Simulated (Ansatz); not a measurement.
# How fast states decay through CsK2BiF6

A new crystal, CsK2BiF6: structure, gap and complex bands. It is built by putting Bi for As, Cs for Li in the K2LiAsF6 structure of space group Fm-3m, with the volume rescaled by atomic radii. The parent structure comes from the Materials Project.

Program: Ansatz 0.2.0. Level of theory: r2SCAN DFT, plane waves, PAW files, in the first sound run; inputs show where later runs differ. Results are calculated unless marked as measured.

The structure was built from a prototype and need not be the compound's stable phase.

### Step 1. The structure

It takes space group Fm-3m (No. 225, cubic). The conventional cell has a = 9.147 Å, b = 9.147 Å, c = 9.147 Å, α = 90.00°, β = 90.00°, γ = 90.00°. K has 12 F at 3.23 Å nearest. Cs has 6 F at 2.30 Å nearest. Nearest to Bi lie 6 F at 2.27 Å. Nearest to F lie 1 Bi at 2.27 Å and 1 Cs at 2.30 Å and 4 K at 3.23 Å. It derives from K2LiAsF6. Bi for As, Cs for Li in the K2LiAsF6 structure of space group Fm-3m. Farther neighbours and most contacts between anions are not listed.

### Step 2. Relaxing the new crystal

The substituted atoms don't fit the parent's cell, so cell and atoms relax together. A small smearing keeps the run stable in case the gap closes on the way.

input.yaml reads:

```yaml
crystal:
  lattice:
    - [0.0, 4.5734008199, 4.5734008199]
    - [4.5734008199, 0.0, 4.5734008199]
    - [4.5734008199, 4.5734008199, 0.0]
  atoms:
    - { symbol: K, position: [0.75, 0.75, 0.75] }
    - { symbol: K, position: [0.25, 0.25, 0.25] }
    - { symbol: Cs, position: [0.5, 0.5, 0.5] }
    - { symbol: Bi, position: [0.0, 0.0, 0.0] }
    - { symbol: F, position: [0.75166, 0.24834, 0.24834] }
    - { symbol: F, position: [0.24834, 0.24834, 0.75166] }
    - { symbol: F, position: [0.24834, 0.75166, 0.75166] }
    - { symbol: F, position: [0.24834, 0.75166, 0.24834] }
    - { symbol: F, position: [0.75166, 0.24834, 0.75166] }
    - { symbol: F, position: [0.75166, 0.75166, 0.24834] }
kpoints:
  mp_grid: { grid: [4, 4, 4] }
scf:
  occupations: { method: gaussian, width: 0.03 }
hamiltonian:
  xc: r2scan
output:
  forces: true
  stress: true
relax:
  f_tol: 0.02
  max_steps: 60
  cell: {}
```

Command:

```sh
> ansatz run input.yaml --threads 2 --pin off --max-ram 4096MiB --backend cpu --events-out ev --progress --plain --runs-dir out
```

Numbers of over 12 decimals in the logs are rounded to 6 here.

Output:

```text
Engine: ansatz 0.2.0, x86_64-unknown-linux-gnu
Pseudopotentials: kind: paw
Pseudopotential: K, paw, valence charge 9, recommended cutoff 500 eV (meta_gga), K.paw.azcp
Pseudopotential: Cs, paw, valence charge 9, recommended cutoff 500 eV (meta_gga), Cs.paw.azcp
Pseudopotential: Bi, paw, valence charge 15, recommended cutoff 500 eV (meta_gga), Bi.paw.azcp
Pseudopotential: F, paw, valence charge 7, recommended cutoff 500 eV (meta_gga), F.paw.azcp
Functional definition: r2SCAN
  parameter k0 = 0.174
  parameter k1 = 0.065
  parameter a1 = 4.9479
  exchange = r2scan_x(k0 = k0, k1 = k1, a1 = a1)
  correlation = r2scan_c
Crystal: 10 atoms, lattice volume = 191.314 Å³
Basis set: ecut = 500 eV, 4909 PW (Γ), exchange–correlation on 192×192×192 points (64 copies of the dense FFT grid, shifted against one another)
Bands: 52, of which v1, the nominal top of the filled ones, is band 42 counted from 1 (41 counted from 0)
Symmetry: 48 space group operations
Space group: Fm-3m (ITA 225), of the structure as read, at distance tolerance 5.8e-5 Å
k-points: 8 of 64
Non-local potential: K, projectors of the file, l = 0: 3, l = 1: 2, l = 2: 2
Non-local potential: Cs, projectors of the file, l = 0: 3, l = 1: 2, l = 2: 2, l = 3: 2
Non-local potential: Bi, projectors of the file, l = 0: 2, l = 1: 2, l = 2: 2, l = 3: 2
Non-local potential: F, projectors of the file, l = 0: 2, l = 1: 2, l = 2: 1
PAW form: soft (Blöchl's): semilocal exchange-correlation on the pseudo side does not see the compensation charge
PAW frozen core: K, regenerated for the run's functional (the file was generated under x = pbe(κ = 0.804, μ = 0.219515), c = pbe(β = 0.066725))
PAW frozen core: Cs, regenerated for the run's functional (the file was generated under x = pbe(κ = 0.804, μ = 0.219515), c = pbe(β = 0.066725))
PAW frozen core: Bi, regenerated for the run's functional (the file was generated under x = pbe(κ = 0.804, μ = 0.219515), c = pbe(β = 0.066725))
PAW frozen core: F, regenerated for the run's functional (the file was generated under x = pbe(κ = 0.804, μ = 0.219515), c = pbe(β = 0.066725))
PAW one-centre angular grid: K, 302 points (default); XC on 160 Gauss nodes
PAW one-centre angular grid: Cs, 302 points (default); XC on 160 Gauss nodes
PAW one-centre angular grid: Bi, 590 points (default); XC on 160 Gauss nodes
PAW one-centre angular grid: F, 302 points (default); XC on 160 Gauss nodes
Initial density: superposition of atomic densities (neutral atoms: chi_scale 0, normalization atom), corrected by the library's trained network
Initial wavefunctions: pseudopotential atomic-orbital guess
Functional: x = r2scan, c = r2scan; τ floored in thin density (d = 2e-4 eV/Å³)
SCF iter   1: F=—  HF=-26045.513654 eV  |F-HF|=—  |Δ(HF+E_count)|=         —  Δρ=8.07e-3  dr2=1.15e-1  dr2_τ=2.29e-1  ethr=1.77e-3  ⟨swp⟩=9.2  Hψ=1883  notcnv=0  defer=7
preconditioner: auto → Resta (q_TF=auto, 2.379 Å⁻¹)  ε∞=2.8  [insulator: Δε(μ)=3.839 eV  Ē_g=18.104 eV  σ=0.030 eV  W_gap=1.00  n_scr=50 (ndim 8)  ℏωp=24.0 eV  f_vac=0.128  D(μ)=0.00/eV (n_scr^D=0)  ε∞_Penn≈2.8]
SCF iter   2: F=—  HF=-26045.761064 eV  |F-HF|=—  |Δ(HF+E_count)|=   2.47e-1  Δρ=3.65e-3  dr2=1.17e-2  dr2_τ=2.50e-3  ethr=1.37e-4  ⟨swp⟩=3.0  Hψ=883  notcnv=0  defer=37
SCF iter   3: F=—  HF=-26045.764909 eV  |F-HF|=—  |Δ(HF+E_count)|=   3.85e-3  Δρ=1.39e-3  dr2=2.76e-3  dr2_τ=3.00e-4  ethr=1.40e-5  ⟨swp⟩=2.9  Hψ=713  notcnv=0  defer=29
automatic band count: iteration 3 solves 51 bands in place of 52: the levels show a gap, and the empty bands left out lie too high to hold charge; the band table lists the bands solved (type scf.n_extra_bands for more)
SCF iter   4: F=—  HF=-26045.764889 eV  |F-HF|=—  |Δ(HF+E_count)|=   1.95e-5  Δρ=2.99e-4  dr2=1.34e-4  dr2_τ=1.39e-5  ethr=3.29e-6  ⟨swp⟩=2.1  Hψ=576  notcnv=0  defer=29
SCF iter   5: F=—  HF=-26045.764897 eV  |F-HF|=—  |Δ(HF+E_count)|=   7.34e-6  Δρ=8.06e-5  dr2=1.35e-5  dr2_τ=6.92e-7  ethr=1.60e-7  ⟨swp⟩=2.0  Hψ=610  notcnv=0  defer=29
SCF iter   6: F=—  HF=-26045.764763 eV  |F-HF|=—  |Δ(HF+E_count)|=   1.33e-4  Δρ=1.37e-5  dr2=3.36e-7  dr2_τ=6.28e-8  ethr=1.61e-8  ⟨swp⟩=2.0  Hψ=603  notcnv=0  defer=29
SCF iter   7: F=-26045.764763 eV  HF=-26045.764763 eV  |F-HF|=4.46e-9  |Δ(HF+E_count)|=   1.71e-7  Δρ=4.57e-6  dr2=3.29e-8  dr2_τ=2.09e-9  ethr=1.19e-10  ⟨swp⟩=5.0  Hψ=1659  notcnv=0
SCF 1 converged in 7 iterations: F = -26045.764763 eV  dr2 = 3.29e-8
  greatest PAW one-centre occupation: 0.992 electrons in one spin orbital (limit 2), on the Bi atom at site 3 (counted from 0), in its partial waves of l = 2
relax step   1: F+E_penalty+E_count = -26045.76476347 eV  Δ(F+E_penalty+E_count) = +0.000e0 eV  max|allowed force component| = 3.745e0 eV/Å  Δτ_max = 0.0000 Å  P = +14.012 GPa  Ω = 191.314 Å³  (7 SCF iters, dr2 threshold 1.00e-7 eV, accepted)
Crystal: 10 atoms, lattice volume = 215.512 Å³
Basis set: ecut = 500 eV, 5577 PW (Γ), exchange–correlation on 192×192×192 points (64 copies of the dense FFT grid, shifted against one another)
Initial density: handed on by an earlier stage of this run
Initial wavefunctions: those handed on with the density
iter 1 solved again at ethr=6.31e-4 eV; its pass at ethr=3.10e-3 eV (dr2=5.30e-1 eV) is discarded
SCF iter   1: F=—  HF=-26046.107973 eV  |F-HF|=—  |Δ(HF+E_count)|=         —  Δρ=2.40e-2  dr2=5.29e-1  dr2_τ=1.56e1  ethr=6.31e-4  ⟨swp⟩=1.0  Hψ=2076  notcnv=0
automatic band count: iteration 1 solves 48 bands in place of 52: the levels show a gap, and the empty bands left out lie too high to hold charge; the band table lists the bands solved (type scf.n_extra_bands for more)
preconditioner: auto → Resta (q_TF=auto, 2.332 Å⁻¹)  ε∞=2.8  [insulator: Δε(μ)=3.259 eV  Ē_g=17.026 eV  σ=0.030 eV  W_gap=1.00  n_scr=58 (ndim 8)  ℏωp=22.6 eV  f_vac=0.221  D(μ)=0.00/eV (n_scr^D=0)  ε∞_Penn≈2.8]
SCF iter   2: F=—  HF=-26048.980506 eV  |F-HF|=—  |Δ(HF+E_count)|=    2.87e0  Δρ=1.21e-2  dr2=1.46e-1  dr2_τ=2.73e-2  ethr=6.30e-4  ⟨swp⟩=4.1  Hψ=843  notcnv=0
SCF iter   3: F=—  HF=-26048.954174 eV  |F-HF|=—  |Δ(HF+E_count)|=   2.63e-2  Δρ=5.09e-3  dr2=2.81e-2  dr2_τ=6.16e-3  ethr=1.74e-4  ⟨swp⟩=2.9  Hψ=623  notcnv=0  defer=13
SCF iter   4: F=—  HF=-26048.952709 eV  |F-HF|=—  |Δ(HF+E_count)|=   1.47e-3  Δρ=2.13e-3  dr2=4.51e-3  dr2_τ=6.87e-4  ethr=3.34e-5  ⟨swp⟩=2.6  Hψ=565  notcnv=0  defer=13
SCF iter   5: F=—  HF=-26048.952828 eV  |F-HF|=—  |Δ(HF+E_count)|=   1.19e-4  Δρ=5.35e-4  dr2=3.69e-4  dr2_τ=3.97e-5  ethr=5.37e-6  ⟨swp⟩=2.2  Hψ=611  notcnv=0  defer=13
[...]
SCF iter   3: F=—  HF=-26049.479330 eV  |F-HF|=—  |Δ(HF+E_count)|=   7.28e-3  Δρ=1.52e-3  dr2=7.43e-3  dr2_τ=3.03e-4  ethr=3.47e-5  ⟨swp⟩=2.0  Hψ=603  notcnv=0  defer=13
SCF iter   4: F=—  HF=-26049.477147 eV  |F-HF|=—  |Δ(HF+E_count)|=   2.18e-3  Δρ=4.52e-4  dr2=5.73e-4  dr2_τ=3.28e-5  ethr=8.85e-6  ⟨swp⟩=2.1  Hψ=631  notcnv=0  defer=13
SCF iter   5: F=—  HF=-26049.477065 eV  |F-HF|=—  |Δ(HF+E_count)|=   8.16e-5  Δρ=1.40e-4  dr2=3.31e-5  dr2_τ=3.89e-6  ethr=6.82e-7  ⟨swp⟩=2.6  Hψ=683  notcnv=0  defer=13
SCF iter   6: F=—  HF=-26049.477102 eV  |F-HF|=—  |Δ(HF+E_count)|=   3.68e-5  Δρ=1.85e-5  dr2=1.08e-6  dr2_τ=9.13e-8  ethr=3.94e-8  ⟨swp⟩=2.0  Hψ=707  notcnv=0  defer=13
SCF iter   7: F=-26049.477103 eV  HF=-26049.477103 eV  |F-HF|=2.67e-8  |Δ(HF+E_count)|=   1.23e-6  Δρ=3.33e-6  dr2=4.39e-8  dr2_τ=2.46e-9  ethr=1.19e-9  ⟨swp⟩=5.0  Hψ=1418  notcnv=0
SCF 3 converged in 7 iterations: F = -26049.477103 eV  dr2 = 4.39e-8
  greatest PAW one-centre occupation: 0.993 electrons in one spin orbital (limit 2), on the Bi atom at site 3 (counted from 0), in its partial waves of l = 2
relax step   3: F+E_penalty+E_count = -26049.47710348 eV  Δ(F+E_penalty+E_count) = -5.243e-1 eV  max|allowed force component| = 9.067e-2 eV/Å  Δτ_max = 0.0052 Å  P = +2.554 GPa  Ω = 232.879 Å³  energy of the carried Pulay correction = -1.742e-2 eV  (7 SCF iters, dr2 threshold 1.00e-6 eV, accepted)
[...]
relax step   4: F+E_penalty+E_count = -26049.60206191 eV  Δ(F+E_penalty+E_count) = -1.250e-1 eV  max|allowed force component| = 1.113e-1 eV/Å  Δτ_max = 0.0171 Å  P = +0.481 GPa  Ω = 245.755 Å³  energy of the carried Pulay correction = -2.181e-2 eV  (6 SCF iters, dr2 threshold 1.00e-6 eV, accepted)
[...]
relax step   5: F+E_penalty+E_count = -26049.61067928 eV  Δ(F+E_penalty+E_count) = -8.617e-3 eV  max|allowed force component| = 8.743e-2 eV/Å  Δτ_max = 0.0201 Å  P = +0.027 GPa  Ω = 251.694 Å³  energy of the carried Pulay correction = -2.370e-2 eV  (6 SCF iters, dr2 threshold 7.74e-7 eV, accepted)
[...]
relax step   6: F+E_penalty+E_count = -26049.61273571 eV  Δ(F+E_penalty+E_count) = -2.056e-3 eV  max|allowed force component| = 4.278e-4 eV/Å  Δτ_max = 0.0064 Å  P = -0.000 GPa  Ω = 250.773 Å³  energy of the carried Pulay correction = -2.341e-2 eV  (5 SCF iters, dr2 threshold 4.78e-7 eV, accepted)
[...]
relax step   7: F+E_penalty+E_count = -26049.63633495 eV  Δ(F+E_penalty+E_count) = -2.360e-2 eV  max|allowed force component| = 7.267e-4 eV/Å  Δτ_max = 0.0000 Å  P = +0.151 GPa  Ω = 250.773 Å³  stress off target by 1.51e-1 GPa  SCF on the basis re-selected at this cell (its energy is not comparable with the rows above)  (7 SCF iters)
[...]
relax step   8: F+E_penalty+E_count = -26049.63656715 eV  Δ(F+E_penalty+E_count) = -2.322e-4 eV  max|allowed force component| = 5.328e-6 eV/Å  Δτ_max = 0.0018 Å  P = +0.020 GPa  Ω = 251.979 Å³  energy of the carried Pulay correction = -4.043e-4 eV  (6 SCF iters, dr2 threshold 5.72e-8 eV, accepted)
iter 1 solved again at ethr=1.03e-7 eV; its pass at ethr=3.10e-3 eV (dr2=8.64e-5 eV) is discarded
SCF iter   1: F=—  HF=-26049.637081 eV  |F-HF|=—  |Δ(HF+E_count)|=         —  Δρ=2.71e-5  dr2=8.83e-8  dr2_τ=1.96e-7  ethr=1.03e-7  ⟨swp⟩=4.1  Hψ=3170  notcnv=0
preconditioner: auto → Resta (q_TF=auto, 2.272 Å⁻¹)  ε∞=2.5  [insulator: Δε(μ)=4.187 eV  Ē_g=17.285 eV  σ=0.030 eV  W_gap=1.00  n_scr=58 (ndim 8)  ℏωp=20.9 eV  f_vac=0.285  D(μ)=0.00/eV (n_scr^D=0)  ε∞_Penn≈2.5]
SCF iter   2: F=—  HF=-26049.637015 eV  |F-HF|=—  |Δ(HF+E_count)|=   6.54e-5  Δρ=1.36e-5  dr2=2.40e-8  dr2_τ=3.13e-7  ethr=1.05e-10  ⟨swp⟩=3.2  Hψ=996  notcnv=0
SCF iter   3: F=—  HF=-26049.637005 eV  |F-HF|=—  |Δ(HF+E_count)|=   1.07e-5  Δρ=2.32e-6  dr2=4.86e-9  dr2_τ=3.88e-9  ethr=2.85e-11  ⟨swp⟩=2.0  Hψ=752  notcnv=0
SCF iter   4: F=—  HF=-26049.637005 eV  |F-HF|=—  |Δ(HF+E_count)|=   1.03e-7  Δρ=2.64e-7  dr2=1.48e-10  dr2_τ=4.15e-11  ethr=5.79e-12  ⟨swp⟩=2.0  Hψ=720  notcnv=0
SCF iter   5: F=-26049.637005 eV  HF=-26049.637005 eV  |F-HF|=1.89e-10  |Δ(HF+E_count)|=  2.55e-10  Δρ=9.83e-8  dr2=3.03e-11  dr2_τ=6.73e-12  ethr=1.00e-12  ⟨swp⟩=4.0  Hψ=1416  notcnv=0
SCF 9 converged in 5 iterations: F = -26049.637005 eV  dr2 = 3.03e-11
relax step   9: F+E_penalty+E_count = -26049.63700465 eV  Δ(F+E_penalty+E_count) = -4.375e-4 eV  max|allowed force component| = 1.167e-6 eV/Å  Δτ_max = 0.0000 Å  P = +0.018 GPa  Ω = 251.979 Å³  stress off target by 1.80e-2 GPa  SCF on the basis re-selected at this cell (its energy is not comparable with the rows above)  (5 SCF iters)
basis re-selected at this cell: Δ(F+E_penalty+E_count) = -4.375e-4 eV, ΔP = -0.002 GPa vs the last step (what re-selecting the basis moved, of the pressure what is left beyond the Pulay correction that the steps carried, after the strain that the cell walked since its last selection, with what the two solves' SCF thresholds leave and, on support functions, any second-order correction that the steps lacked; it is no m [...]
SCF converged after 5 iterations
Free energy (F): -26049.637005 eV
Harris-Foulkes:  -26049.637005 eV  (|F-HF|=1.89e-10)
Internal energy: -26049.637005 eV  (E = F + TS)
E sigma→0 (E₀):  -26049.637005 eV
Fermi energy:    4.206022 eV
--- Per-component energies (eV) ---
  E_band       = -800.708166
  E_kinetic    = 2198.791763
  E_local      = -8163.941322  (includes V_loc(G=0)·N_el)
  E_nonlocal   = 1057.372668
  E_hartree    = 3082.244027
  E_xc         = -1051.199954
  E_vxc        = -1373.172316  (∫ρ·V_xc dr)
  E_paw        = -18572.931083  (= ΣΔE_a)
  E_vpaw       = -778.529584  (= ΣTr[D̂ρ^β])
  E_aug_tail   = 0.006054  (compensation charges beyond the density's cutoff)
  E_vtau       = 94.276345  (kinetic-family band-sum trace: ∫τ·v_τ [+ j·A + Jᵃ·Aᵃ] dr)
  E_ewald      = -4600.323865
  E_core_change = 0.344707  (= ΣΔE_core)
  E_smearing   = -0.000000  (= −TS)
  E_closure    = 0.000000  (closes the sum)
  Σ components = -26049.637005   (vs F -26049.637005, Δ=0.00e0)
--- Forces (eV/Å), atoms counted from 1 ---
  atom   1  K      0.00000000     0.00000000     0.00000000
  atom   2  K     -0.00000000    -0.00000000     0.00000000
  atom   3  Cs     0.00000000    -0.00000000    -0.00000000
  atom   4  Bi     0.00000000    -0.00000000     0.00000000
  atom   5  F      0.00000117    -0.00000000     0.00000000
  atom   6  F     -0.00000000     0.00000000     0.00000117
  atom   7  F     -0.00000117     0.00000000     0.00000000
  atom   8  F      0.00000000     0.00000117     0.00000000
  atom   9  F     -0.00000000    -0.00000117    -0.00000000
  atom  10  F      0.00000000     0.00000000    -0.00000117
  max |Σ_I F_I| component: 1.25e-18 eV/Å
--- Stress (GPa, compression-positive) ---
        0.018003      -0.000000      -0.000000
       -0.000000       0.018003      -0.000000
       -0.000000       0.000000       0.018003
  P = ⅓ Tr σ = 0.0180 GPa (0.180 kbar)
--- Relaxed structure (7 steps of the walk, 7 accepted, 2 SCFs on fresh bases) ---
  F+E_penalty+E_count = -26049.63700465 eV   max|allowed force component| = 1.167e-6 eV/Å   (the final SCF, on the basis selected at the relaxed cell)
  cell:  # Å, volume = 251.9788 Å³
    - [0, 5.013157, 5.013157]
    - [5.013157, 0, 5.013157]
    - [5.013157, 5.013157, 0]
  atoms:
    - { symbol: K, position: [0.750000, 0.750000, 0.750000] }
    - { symbol: K, position: [0.25, 0.25, 0.25] }
    - { symbol: Cs, position: [0.5, 0.5, 0.5] }
    - { symbol: Bi, position: [-1.6784339889468175e-18, -1.754295412176043e-18, 1.7542954121760456e-18] }
    - { symbol: F, position: [0.775982, 0.224018, 0.224018] }
    - { symbol: F, position: [0.224018, 0.224018, 0.775982] }
    - { symbol: F, position: [0.224018, 0.775982, 0.775982] }
    - { symbol: F, position: [0.224018, 0.775982, 0.224018] }
    - { symbol: F, position: [0.775982, 0.224018, 0.775982] }
    - { symbol: F, position: [0.775982, 0.775982, 0.224018] }
```

The job ended after 43 s (2 threads of AMD EPYC 7B13 (Zen 3), shared host; peak memory 1.4 GiB; 81 s of CPU time).

The steps of the relaxation:

```csv
step,energy less that of the first step (eV),largest force component (eV/Å),pressure (GPa),volume (Å³)
1,0.0000,3.7451,14.01,191.31
2,-3.1880,0.5888,7.41,215.51
3,-3.7123,0.0907,2.55,232.88
4,-3.8373,0.1113,0.48,245.76
5,-3.8459,0.0874,0.03,251.69
6,-3.8480,0.0004,0.00,250.77
7*,-3.8716,0.0007,0.15,250.77
8,-3.8718,0.0000,0.02,251.98
9*,-3.8722,0.0000,0.02,251.98
```

Relaxation steps marked * repeat the geometry before them on a plane-wave basis chosen anew for their cell, so energy and pressure can jump there.

Forces are held to the 48 operations that the run works with; a distortion that breaks them can't arise in this run.

```
conventional cell, symmetrised  before   after   change
                         a (Å)   9.147  10.026   +9.6 %
                         b (Å)   9.147  10.026   +9.6 %
                         c (Å)   9.147  10.026   +9.6 %
              volume (Å³/atom)   19.13   25.20  +31.7 %
```

The atoms that moved most (Å, as changes of fractional coordinates times the final cell):

| atom | dx | dy | dz | length |
| --- | --- | --- | --- | --- |
| F7 | 0.244 | 0.000 | 0.000 | 0.244 |
| F9 | 0.000 | 0.244 | 0.000 | 0.244 |
| F10 | 0.000 | 0.000 | 0.244 | 0.244 |
| F5 | -0.244 | 0.000 | 0.000 | 0.244 |
| F8 | 0.000 | -0.244 | 0.000 | 0.244 |
| F6 | 0.000 | 0.000 | -0.244 | 0.244 |

This step gave:

- free energy: -26049.6370 eV
- Fermi energy: 4.206 eV
- pressure: 0.01800 GPa

The largest force component on a free atom ends at 1.2e-6 eV/Å.

### Step 3. Band edges

The energy window and the wavevectors of the next steps follow from the band edges, so these are searched first, off the mesh as well.

input.yaml reads:

```yaml
crystal:
  lattice:
    - [0.0, 5.013157296, 5.013157296]
    - [5.013157296, 0.0, 5.013157296]
    - [5.013157296, 5.013157296, 0.0]
  atoms:
    - { symbol: K, position: [0.75, 0.75, 0.75] }
    - { symbol: K, position: [0.25, 0.25, 0.25] }
    - { symbol: Cs, position: [0.5, 0.5, 0.5] }
    - { symbol: Bi, position: [0.0, 0.0, 0.0] }
    - { symbol: F, position: [0.7759821585, 0.2240178415, 0.2240178415] }
    - { symbol: F, position: [0.2240178415, 0.2240178415, 0.7759821585] }
    - { symbol: F, position: [0.2240178415, 0.7759821585, 0.7759821585] }
    - { symbol: F, position: [0.2240178415, 0.7759821585, 0.2240178415] }
    - { symbol: F, position: [0.7759821585, 0.2240178415, 0.7759821585] }
    - { symbol: F, position: [0.7759821585, 0.7759821585, 0.2240178415] }
kpoints:
  mp_grid: { grid: [4, 4, 4] }
  band_path: { path: [VBM, CBM], npoints: 30 }
scf:
  occupations: { method: fixed }
hamiltonian:
  xc: r2scan
output:
  eigenvalues: true
  write_potential: true
  write_density: true
  volumetric_format: npy
```

Output:

```text
[...]
Crystal: 10 atoms, lattice volume = 251.979 Å³
Basis set: ecut = 500 eV, 6375 PW (Γ), exchange–correlation on 216×216×216 points (64 copies of the dense FFT grid, shifted against one another)
Bands: 52, of which v1, the nominal top of the filled ones, is band 42 counted from 1 (41 counted from 0)
Symmetry: 48 space group operations
[...]
k-points: 8 of 64
[...]
SCF iter   1: F=—  HF=-26049.447180 eV  |F-HF|=—  |Δ(HF+E_count)|=         —  Δρ=7.37e-3  dr2=1.35e-1  dr2_τ=1.77e-1  ethr=1.77e-3  ⟨swp⟩=5.4  Hψ=1380  notcnv=0  defer=51
[...]
SCF iter   7: F=-26049.637005 eV  HF=-26049.637005 eV  |F-HF|=7.80e-9  |Δ(HF+E_count)|=   1.80e-7  Δρ=1.55e-6  dr2=5.23e-9  dr2_τ=9.74e-10  ethr=1.19e-10  ⟨swp⟩=16.1  Hψ=2076  notcnv=0
SCF 1 converged in 7 iterations: F = -26049.637005 eV  dr2 = 5.23e-9
[...]
NSCF: frozen V_eff on 16 k-points
[...]
SCF converged after 7 iterations
Free energy (F): -26049.637005 eV
[...]
Internal energy: -26049.637005 eV  (E = F + TS)
E sigma→0 (E₀):  -26049.637005 eV
Fermi energy:    2.112353 eV
[...]
--- Band table (eV; the first three rows and the last of 8) ---
  k-point 0: bands = [... 38 lower, -0.3393, -0.3393, -0.3393, 1.6668, 6.2995, 8.0122, 8.0122, 8.0122, ... 6 higher]
  k-point 1: bands = [... 38 lower, -0.3634, -0.3170, -0.3170, 1.9008, 6.4871, 7.9285, 7.9285, 8.0126, ... 6 higher]
  k-point 2: bands = [... 38 lower, -0.3931, -0.1659, -0.1659, 2.1124, 6.8000, 7.6905, 7.8638, 7.8638, ... 6 higher]
  k-point 7: bands = [... 38 lower, -0.4200, -0.3623, -0.3623, 1.8234, 7.4074, 7.4074, 7.6704, 8.8384, ... 6 higher]
```

Elapsed: 22 s, on 2 threads; peak memory 1.2 GiB.

Numbers from this step:

```
Fermi energy        : 2.112 eV
gap on the k-mesh   : 4.187 eV
gap on path         : 4.187 eV, by band count; negative where bands overlap
direct gap on path  : 4.586 eV
edge places on path : 0, 0.5427 1/A along the path
```

Electronic bands along the path, in eV, zero at the Fermi level (highest filled level under fixed occupations); v1 is the highest filled band, c1 the lowest empty one:

```csv
point,v4,v3,v2,v1,c1,c2,c3,c4
VBM,-2.51,-2.28,-2.28,0.00,4.69,5.58,5.75,5.75
halfway,-2.48,-2.43,-2.43,-0.21,4.37,5.82,5.82,5.90
CBM,-2.45,-2.45,-2.45,-0.45,4.19,5.90,5.90,5.90
```

The searched edges give 4.19 eV, as on the mesh.

(Part 1 of 3 ends here.)

[Logs are printed without paths, hosts, clocks, repeated set-up lines and the standing remarks that a program may print on its own settings, such as how far it seeks lower states.]

[Hosts, paths, dates, database ids (printed as entryN), source tags and the programs' standing remarks are cut or masked in the printed files.]

[New means built here by substitution; the compound itself may be known and measured.]
